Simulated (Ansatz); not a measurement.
## Optical response of MgB2: ground state and bands

Ansatz 0.2.0; DFT, PBE, plane-wave PAW, default files, scalar-relativistic, ground state.

First the ground state: is it a metal or has it a gap?

Input file input.yaml:

```yaml
crystal:
  lattice:
    - [3.085, 0.0, 0.0]
    - [-1.5425, 2.6716883707, 0.0]
    - [0.0, 0.0, 3.523]
  atoms:
    - { symbol: Mg, position: [0.0, 0.0, 0.0] }
    - { symbol: B, position: [0.6666666667, 0.3333333333, 0.5] }
    - { symbol: B, position: [0.3333333333, 0.6666666667, 0.5] }
kpoints:
  mp_grid: { grid: [8, 8, 6] }
  band_path:
    path:
      - [[0.0, 0.0, 0.0], [0.5, 0.0, 0.0], [0.33333333, 0.33333333, 0.0], [0.0, 0.0, 0.0], [0.0, 0.0, 0.5], [0.5, 0.0, 0.5], [0.33333333, 0.33333333, 0.5], [0.0, 0.0, 0.5]]
      - [[0.5, 0.0, 0.5], [0.5, 0.0, 0.0]]
      - [[0.33333333, 0.33333333, 0.0], [0.33333333, 0.33333333, 0.5]]
    npoints: 6
scf:
  occupations: { method: fermi_dirac, width: 0.05 }
  n_extra_bands: 7
hamiltonian:
  xc: pbe
  pseudopotentials: { kind: paw }
output:
  forces: true
  stress: true
  populations: true
  write_bands: true
  write_density: true
  write_potential: true
  elf: true
  volumetric_format: npy
```

On the command line:

```sh
ansatz run input.yaml --threads 4 --pin off --max-ram 8192MiB --backend cpu --events-out ev --progress --plain --runs-dir out
```

**Question.** What does this run give for the electronic bands?

An even count of 16 valence electrons could fill 8 bands, but bands overlap in energy here, so the system is a metal.

ELF in the ab plane at fractional z = 0.500, with atoms of B within 0.2 Å of it. It is the smooth field of the valence electrons, not physical close to the nuclei.

Valence density in the ab plane at fractional z = 0.500, with atoms of B within 0.2 Å of it.

Read-outs, printed or worked out from the files:

| Item | Value |
| --- | --- |
| volume | 29.04 Å³ |
| gap on the path | 0 eV |

Electronic bands along the path, in eV, zero at the Fermi level; # counts the bands kept:

```tsv
point	#1	#2	#3	#4	#5	#6	#7	#8
Γ	-12.41	-2.93	0.36	0.36	1.66	6.30	6.30	8.06
halfway	-11.33	-3.38	-1.89	-1.20	2.62	5.32	6.81	9.25
M	-8.53	-7.82	-2.17	0.21	3.07	3.87	5.32	7.08
halfway	-8.21	-7.51	-3.89	0.61	2.85	5.54	5.58	7.69
K	-7.26	-7.26	-5.84	1.79	1.79	6.17	6.17	8.80
halfway	-10.98	-3.58	-2.53	-1.55	3.07	6.19	7.03	7.46
Γ	-12.41	-2.93	0.36	0.36	1.66	6.30	6.30	8.06
halfway	-11.90	-5.51	0.54	0.54	5.49	6.45	6.45	8.00
A	-11.13	-7.42	0.73	0.73	6.63	6.63	7.93	9.82
halfway	-10.15	-6.19	-2.74	-0.89	3.20	6.21	9.90	10.02
L	-7.56	-6.91	-3.55	-1.88	-1.29	5.69	8.75	8.90
halfway	-7.26	-6.62	-3.35	-3.16	-1.26	5.12	7.76	12.97
H	-6.37	-6.37	-5.17	-2.00	-2.00	3.56	11.63	11.87
halfway	-9.83	-5.80	-2.91	-2.07	2.57	7.19	7.72	9.13
A	-11.13	-7.42	0.73	0.73	6.63	6.63	7.93	9.82
jump to L	-7.56	-6.91	-3.55	-1.88	-1.29	5.69	8.75	8.90
halfway	-8.13	-7.42	-2.03	-1.95	0.34	4.89	8.72	9.52
M	-8.53	-7.82	-2.17	0.21	3.07	3.87	5.32	7.08
jump to K	-7.26	-7.26	-5.84	1.79	1.79	6.17	6.17	8.80
halfway	-6.88	-6.88	-5.53	-0.44	-0.44	5.18	9.37	9.37
H	-6.37	-6.37	-5.17	-2.00	-2.00	3.56	11.63	11.87
```

The electronic bands as a text plot (rows in eV, shown from -8.0 to 8.0 only):

```
    7.7 |     **  *    ****    ****       **     **  *    * **
    7.0 | * *   **   ****  *       *             ****    * **
    6.3 |**        **   **************               *       *
    5.7 |  *     ***           *      *****     *     *   *
    5.0 |   ******   **             *      *           **  *  *
    4.3 |              *                    * **   *     **    *
    3.7 |     ***             *              *             *    *
    3.0 |    *  ***  ** *            *                     *
    2.3 |  **      *     **  *                   **       *
    1.7 |**         *      **                            *  *
    1.0 |          *             **   **        *    *
    0.3 |**     ***  **     *****  *                *   *  * *
   -0.3 | **  **       *   *        *   *              *  *   *
   -1.0 |   **           **         **   ***  **   *  *  *     *
   -1.7 |  ***          ***           ****  **     *  ***       *
   -2.3 |  *  ***       ***               *      **     ****
   -3.0 |**      *         **        *     ** ** **    *
   -3.7 |   *     *    **    *           ***    *     *
   -4.3 |                     *       ***   * ***
   -5.0 |    *       ***              **     *                  *
   -5.7 |          **          *        *     ** **         ****
   -6.3 |            **         *    *     ***                 **
   -7.0 |     **   **            * **    ****      ** **    ***
   -7.7 |       ****              *      **   **     *******
         Γ      M   K       Γ     A      L   H       A|L  M|K   H
```

Ten even steps from '0' (0.00) to '9' (0.92):
```
0124689999864210
1245678887754211
3456543445654322
5665300035765444
7874000047876556
9983000489987678
9984004899975579
9984348999843489
9975579998400489
9876789984000389
7655678740000478
5444567530003566
3223456544345654
1112457788876542
0012468999986421
0013579999975310
```
Atoms in or near the plane, at fractional coordinates: B at (0.67, 0.33), B at (0.33, 0.67).

Ten even steps from '_' (0.10 e/Å³) to '@' (0.88 e/Å³):
```
____..::--++##@@@@##++--::..____
__....--++##@@@@@@##++--....____
..::--++##%%%%%%%%##++--::......
::--++####**++**####++--::::..::
==++##%%**::::**%%##++==--------
**##@@%%++::++%%@@##**++++++++++
%%@@@@%%****%%@@@@%%############
@@@@@@%%##%%@@@@@@@@@@%%##%%@@@@
%%############%%@@@@%%****%%@@@@
**++++++++++**##@@%%++::++%%@@##
==--------==++##%%**::::**%%##++
::::..::::--++####**++**####++--
........::--++##%%%%%%%%##++--::
______....--++##@@@@@@##++--....
______..::--++##@@@@##++--::..__
______..::==**%%@@%%**==::..____
```
Atoms in or near the plane, at fractional coordinates: B at (0.67, 0.33), B at (0.33, 0.67).

[Logs are printed without paths, hosts, clocks, repeated set-up lines and the standing remarks that a program may print on its own settings, such as how far it seeks lower states.]

[Hosts, paths, dates, database ids (printed as entryN), source tags and the programs' standing remarks are cut or masked in the printed files.]
